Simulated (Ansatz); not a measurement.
# WS2 (Tungstenite): bands and screening cutoff converge together

Can the band sum of G0W0 be converged at a fixed screening cutoff? A test on WS2 (Tungstenite).

Main program and level: Ansatz 0.2.0; G0W0 on PBE, plane waves, PAW; PAW set soft_1.

Report form: the programs' logs are mostly left out.

## (1) The structure

The structure is hexagonal, space group P6_3/mmc (No. 194). Conventional cell: a = 3.153 Å, b = 3.153 Å, c = 12.323 Å, α = 90.00°, β = 90.00°, γ = 120.00°. W has 6 S at 2.40 Å nearest. Nearest to S lie 3 W at 2.40 Å. Farther neighbours and most contacts between anions are not listed.

The cell and positions come from the Crystallography Open Database and are kept as given unless a step says otherwise. Spin-orbit coupling is left out unless a step names it.

## (2) 85 empty bands, screening to 50 eV

Now the one-shot GW correction: screening in the RPA, then the self-energy of the levels asked for. This step takes PAW set soft_1 files.

Input file input.yaml:

```yaml
crystal:
  lattice:
    - [3.1532, 0.0, 0.0]
    - [-1.5766, 2.7307513032, 0.0]
    - [0.0, 0.0, 12.323]
  atoms:
    - { symbol: W, position: [0.3333333333, 0.6666666667, 0.25] }
    - { symbol: W, position: [0.6666666667, 0.3333333333, 0.75] }
    - { symbol: S, position: [0.3333333333, 0.6666666667, 0.6225] }
    - { symbol: S, position: [0.6666666667, 0.3333333333, 0.1225] }
    - { symbol: S, position: [0.3333333333, 0.6666666667, 0.8775] }
    - { symbol: S, position: [0.6666666667, 0.3333333333, 0.3775] }
kpoints:
  mp_grid: { grid: [6, 6, 2] }
hamiltonian:
  xc: pbe
  pseudopotentials: { kind: paw, azcp: { folder: soft_1 } }
scf:
  occupations: { method: fixed }
gw:
  n_empty_bands: 85
  ecut_chi: 50
  qp_bands: [v2, c2]
  qp_kpoints: band_edges
  screening: { model: contour_deformation }
```

Command:

```bash
$ ansatz run input.yaml --threads 3 --pin off --max-ram 92160MiB --backend cuda --events-out ev --progress --plain --runs-dir out --devices 1 --max-vram 13GiB
```

It took 17 s on 1 × NVIDIA H100 80GB HBM3 (shared by 6 runs) with 3 threads of AMD EPYC 7R13 (Zen 3), shared host; peak memory 1.1 GiB.

Numbers from this step:

| Quantity | Value |
| --- | --- |
| bands summed | 111 |
| RPA ε∞ on this mesh (eigenvalues) | 5.957, 14.43, 14.43 |
| plane waves in the screening matrix | 81 |
| q-points in the mesh | 72 |
| G0W0 gap on the mesh | 1.262 eV |
| k of the valence top | 0, 0, 0 |
| k of the conduction bottom | 0.1667, 0.1667, 0 |
| starting gap on the mesh | 0.9782 eV |
| Z at the valence top | 0.7674 |
| Z at the conduction bottom | 0.7765 |
| least direct G0W0 gap on the computed points | 2.337 eV |

The gap on the mesh goes from 0.98 eV to 1.26 eV, a correction of +0.28 eV. Between the two edge states, bare exchange in place of the xc potential would open the gap by 4.62 eV, and correlation takes back 4.34 eV.

## (3) 442 empty bands, screening to 50 eV

input.yaml: that of step 2 with these lines changed.

```diff
@@ -20,3 +20,3 @@
 gw:
-  n_empty_bands: 85
+  n_empty_bands: 442
   ecut_chi: 50
```

Wall time 29 s (1 × NVIDIA H100 80GB HBM3 (shared by 6 runs) with 3 threads); peak memory 1.4 GiB; 43 s of CPU time.

This step gave:

```yaml
bands_summed: 468
rpa_eps_infinity_on_this_mesh_eigenvalues: 5.965, 14.46, 14.46
plane_waves_in_the_screening_matrix: 81
g0w0_gap_on_the_mesh: 1.256 eV
k_of_the_valence_top: 0, 0, 0
k_of_the_conduction_bottom: 0.1667, 0.1667, 0
starting_gap_on_the_mesh: 0.9782 eV
least_direct_g0w0_gap_on_the_computed_points: 2.282 eV
```

Against the run with 6×6×2 mesh, 85 empty bands, screening to 50 eV, PAW set soft_1 files, the gap moves by −0.006 eV.

## (4) 240 empty bands, screening to 100 eV

Bands and screening cutoff are moved together, since each hides the error of the other.

input.yaml: that of step 3 with these lines changed.

```diff
@@ -20,4 +20,4 @@
 gw:
-  n_empty_bands: 442
-  ecut_chi: 50
+  n_empty_bands: 240
+  ecut_chi: 100
   qp_bands: [v2, c2]
```

Wall time 16 s (1 × NVIDIA H100 80GB HBM3 (shared by 6 runs) with 3 threads); peak memory 1.3 GiB; 19 s of CPU time.

The G0W0 gap on the mesh is 1.333 eV.

## (5) 1251 empty bands, screening to 100 eV

input.yaml: that of step 4 with these lines changed.

```diff
@@ -20,3 +20,3 @@
 gw:
-  n_empty_bands: 240
+  n_empty_bands: 1251
   ecut_chi: 100
```

The job ended after 2.4 min (1 × NVIDIA H100 80GB HBM3 (shared by 6 runs) with 3 threads; peak memory 2.8 GiB; 4.1 min of CPU time).

The G0W0 gap on the mesh is 1.342 eV.

## (6) 85 empty bands, screening to 150 eV

input.yaml: that of step 5 with these lines changed.

```diff
@@ -20,4 +20,4 @@
 gw:
-  n_empty_bands: 1251
-  ecut_chi: 100
+  n_empty_bands: 85
+  ecut_chi: 150
   qp_bands: [v2, c2]
```

Run time: 14 s. Hardware: 1 × NVIDIA H100 80GB HBM3 (shared by 6 runs) with 3 threads; peak memory 1.5 GiB; 18 s of CPU time.

The G0W0 gap on the mesh is 1.337 eV.

## (7) 442 empty bands, screening to 150 eV

input.yaml: that of step 6 with these lines changed.

```diff
@@ -20,3 +20,3 @@
 gw:
-  n_empty_bands: 85
+  n_empty_bands: 442
   ecut_chi: 150
```

It took 35 s on 1 × NVIDIA H100 80GB HBM3 (shared by 6 runs) with 3 threads; peak memory 1.7 GiB.

The G0W0 gap on the mesh is 1.370 eV.

## (8) 786 empty bands, screening to 220 eV

input.yaml: that of step 7 with these lines changed.

```diff
@@ -20,4 +20,4 @@
 gw:
-  n_empty_bands: 442
-  ecut_chi: 150
+  n_empty_bands: 786
+  ecut_chi: 220
   qp_bands: [v2, c2]
```

The job ended after 60 s (1 × NVIDIA H100 80GB HBM3 (shared by 6 runs) with 3 threads; peak memory 2.9 GiB; 1.8 min of CPU time).

The G0W0 gap on the mesh is 1.391 eV.

## (9) 240 empty bands, screening to 300 eV

input.yaml: that of step 8 with these lines changed.

```diff
@@ -20,4 +20,4 @@
 gw:
-  n_empty_bands: 786
-  ecut_chi: 220
+  n_empty_bands: 240
+  ecut_chi: 300
   qp_bands: [v2, c2]
```

Elapsed: 29 s, on 1 × NVIDIA H100 80GB HBM3 (shared by 6 runs) with 3 threads; peak memory 4.2 GiB; 37 s of CPU time.

The G0W0 gap on the mesh is 1.370 eV.

## (10) 1251 empty bands, screening to 300 eV

input.yaml: that of step 9 with these lines changed.

```diff
@@ -20,3 +20,3 @@
 gw:
-  n_empty_bands: 240
+  n_empty_bands: 1251
   ecut_chi: 300
```

Run time: 1.8 min. Hardware: 1 × NVIDIA H100 80GB HBM3 (shared by 6 runs) with 3 threads; peak memory 5.3 GiB; 3.2 min of CPU time.

The G0W0 gap on the mesh is 1.402 eV.

## (11) The grid

Start PBE, 6×6×2 mesh. Times are wall times on 1 × NVIDIA H100 80GB HBM3 (shared by 6 runs) with 3 threads of AMD EPYC 7R13 (Zen 3), shared host, good to a factor of about two.

```csv
cutoff (eV),plane waves at q = 0,bands summed,gap (eV),Σc valence (eV),Σc conduction (eV),time
50,81,111,1.262,1.09,-3.25,17 s
50,81,468,1.256,0.74,-3.60,29 s
100,255,266,1.333,0.63,-3.64,16 s
100,255,1277,1.342,0.45,-3.81,2.4 min
150,439,111,1.337,1.04,-3.22,14 s
150,439,468,1.370,0.43,-3.80,35 s
220,773,812,1.391,0.30,-3.91,60 s
300,1265,266,1.370,0.58,-3.65,29 s
300,1265,1277,1.402,0.23,-3.97,1.8 min
```

## (12) What came out

| Property | Result |
| --- | --- |
| 111 bands, 50 eV | 1.262 eV |
| 468 bands, 50 eV | 1.256 eV |
| 266 bands, 100 eV | 1.333 eV |
| 1277 bands, 100 eV | 1.342 eV |
| 111 bands, 150 eV | 1.337 eV |
| 468 bands, 150 eV | 1.370 eV |
| 812 bands, 220 eV | 1.391 eV |
| 266 bands, 300 eV | 1.370 eV |
| 1277 bands, 300 eV | 1.402 eV |
| estimated limit along the diagonal | 1.42 eV |
| mesh and start | 6×6×2, PBE |

**Reading.** At 50 eV, going from 111 to 468 bands moves the gap by −0.01 eV. At 100 eV, going from 266 to 1277 bands moves the gap by +0.01 eV. At 150 eV, going from 111 to 468 bands moves the gap by +0.03 eV. At 300 eV, going from 266 to 1277 bands moves the gap by +0.03 eV. At 111 bands, raising the cutoff from 50 to 150 eV moves it by +0.07 eV. At 468 bands, raising the cutoff from 50 to 150 eV moves it by +0.11 eV. At 266 bands, raising the cutoff from 100 to 300 eV moves it by +0.04 eV. At 1277 bands, raising the cutoff from 100 to 300 eV moves it by +0.06 eV. Along the diagonal, where both rise together, the two highest rungs point to 1.42 eV. Gaps are over the mesh's points; an edge off the mesh would be missed. A low cutoff hides what high bands add, so a band series at one cutoff can look settled before the gap is. The 6×6×2 mesh is coarse for this cell (its supercell is 19 Å along the shortest edge). The RPA ε∞ on it, from the PBE start, is 5.91 and 13.85; such meshes misread the long-range screening, most where the gap is narrow. The many-body steps are scalar-relativistic: spin-orbit coupling is not in them.

[Paths, hosts, dates, memory and timing lines, banners, echoed tables and standing remarks are left out of the program output.]

[Logs are printed without paths, hosts, clocks, repeated set-up lines and the standing remarks that a program may print on its own settings, such as how far it seeks lower states.]

[Runs of the session that timed out or met a known fault of the program may be left out.]

[Cells called generated may have been cut or substituted from an entry of the Crystallography Open Database or the Materials Project.]

[Hosts, paths, dates, database ids (printed as entryN), source tags and the programs' standing remarks are cut or masked in the printed files.]
